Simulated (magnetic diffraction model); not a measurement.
**Magnetic neutron pattern of Mg₃Co₃AgP₄**

Space group P-6m2 (no. 187), a = 7.0690 Å, c = 3.6170 Å.

```
site  atom       x       y    z
  1a    Ag       0       0    0
  3j    Co  0.5304  0.4696    0
  3k     P  0.8214  0.6428  1/2
  1c     P     1/3     2/3    0
  3k    Mg  0.5912  0.7956  1/2
```

The compound is invented for this exercise: a known structure type with other elements, its cell scaled to their sizes and not relaxed.

Only Co is taken to order (form factors of Co2+); orders and moment sizes are assumed, and not adapted to the symmetry. Radiation: neutrons of λ = 2.36 Å, 3° to 100°; isotropic B of 0.17 Å² (Ag), 0.15 Å² (Co), 0.24 Å² (P) and 0.26 Å² (Mg). Simulated constant-wavelength pattern: nuclear and magnetic terms add, the magnetic one as |2.695 fm × Σ f S⊥ exp(2πi Q·r) exp(−B s²)|², summed over all Q at one angle with the factor 1/(sin²θ cos θ). For a modulated order the moment at position r is S exp(−2πi k·r) + c.c., with S = m/2 for a sine wave of amplitude m and S = m(u + iv)/2 for moments turning in a plane, u and v being orthogonal unit vectors in it; the phase factor of the sum at Q = H + k is then exp(2πi H·r). Free-ion form factors, Sears's scattering lengths of 1992, no absorption; a label names one of the reflections at its angle. The strongest nuclear line in the range is 100, and lines under 0.2 are left out.

Assume the order k = (1/3 1/3 0), moments turning in the plane of [100] and [010], 0.44 μB on Co; signs + at (0.5304, 0.4696, 0), − at (0.9392, 0.4696, 0), − at (0.5304, 0.0608, 0).

Predict the pattern, nuclear and magnetic parts apart.

```tsv
2θ (°)	index	nuclear	magnetic
12.78	(1/3 1/3 0)	0.0	0.5
22.23	(1 0 0)	11.9	0.0
25.72	(2/3 2/3 0)	0.0	0.9
38.08	(0 0 1)	10.6	0.0
39.01	(1 1 0)	0.5	0.0
44.53	(1 0 1)	0.3	0.0
45.35	(2 0 0)	8.9	0.0
46.52	(2/3 2/3 1)	0.0	0.8
55.65	(1 1 1)	56.3	0.0
60.66	(2 0 1)	100.0	0.0
61.32	(2 1 0)	43.1	0.0
62.28	(5/3 2/3 1)	0.0	0.2
70.66	(3 0 0)	12.7	0.0
74.51	(2 1 1)	73.0	0.0
81.46	(0 0 2)	47.8	0.0
83.20	(3 0 1)	48.4	0.0
83.78	(2 2 0)	75.8	0.0
85.74	(1 0 2)	2.4	0.0
88.05	(3 1 0)	0.7	0.0
94.26	(1 1 2)	0.3	0.0
96.00	(2 2 1)	3.1	0.0
98.55	(2 0 2)	6.2	0.0
```

The strongest magnetic line in the range is (2/3 2/3 0) at 25.72° (0.9). On top of the Lorentz factor, which all lines share, magnetic lines fade with angle because f falls: for Co2+ it is 0.91, 0.71, 0.49 and 0.18 at sin θ/λ = 0.1, 0.2, 0.3 and 0.5 Å⁻¹, while nuclear lengths stay constant. The order has no net moment.

[Logs are printed without paths, hosts, clocks, repeated set-up lines and the standing remarks that a program may print on its own settings, such as how far it seeks lower states.]
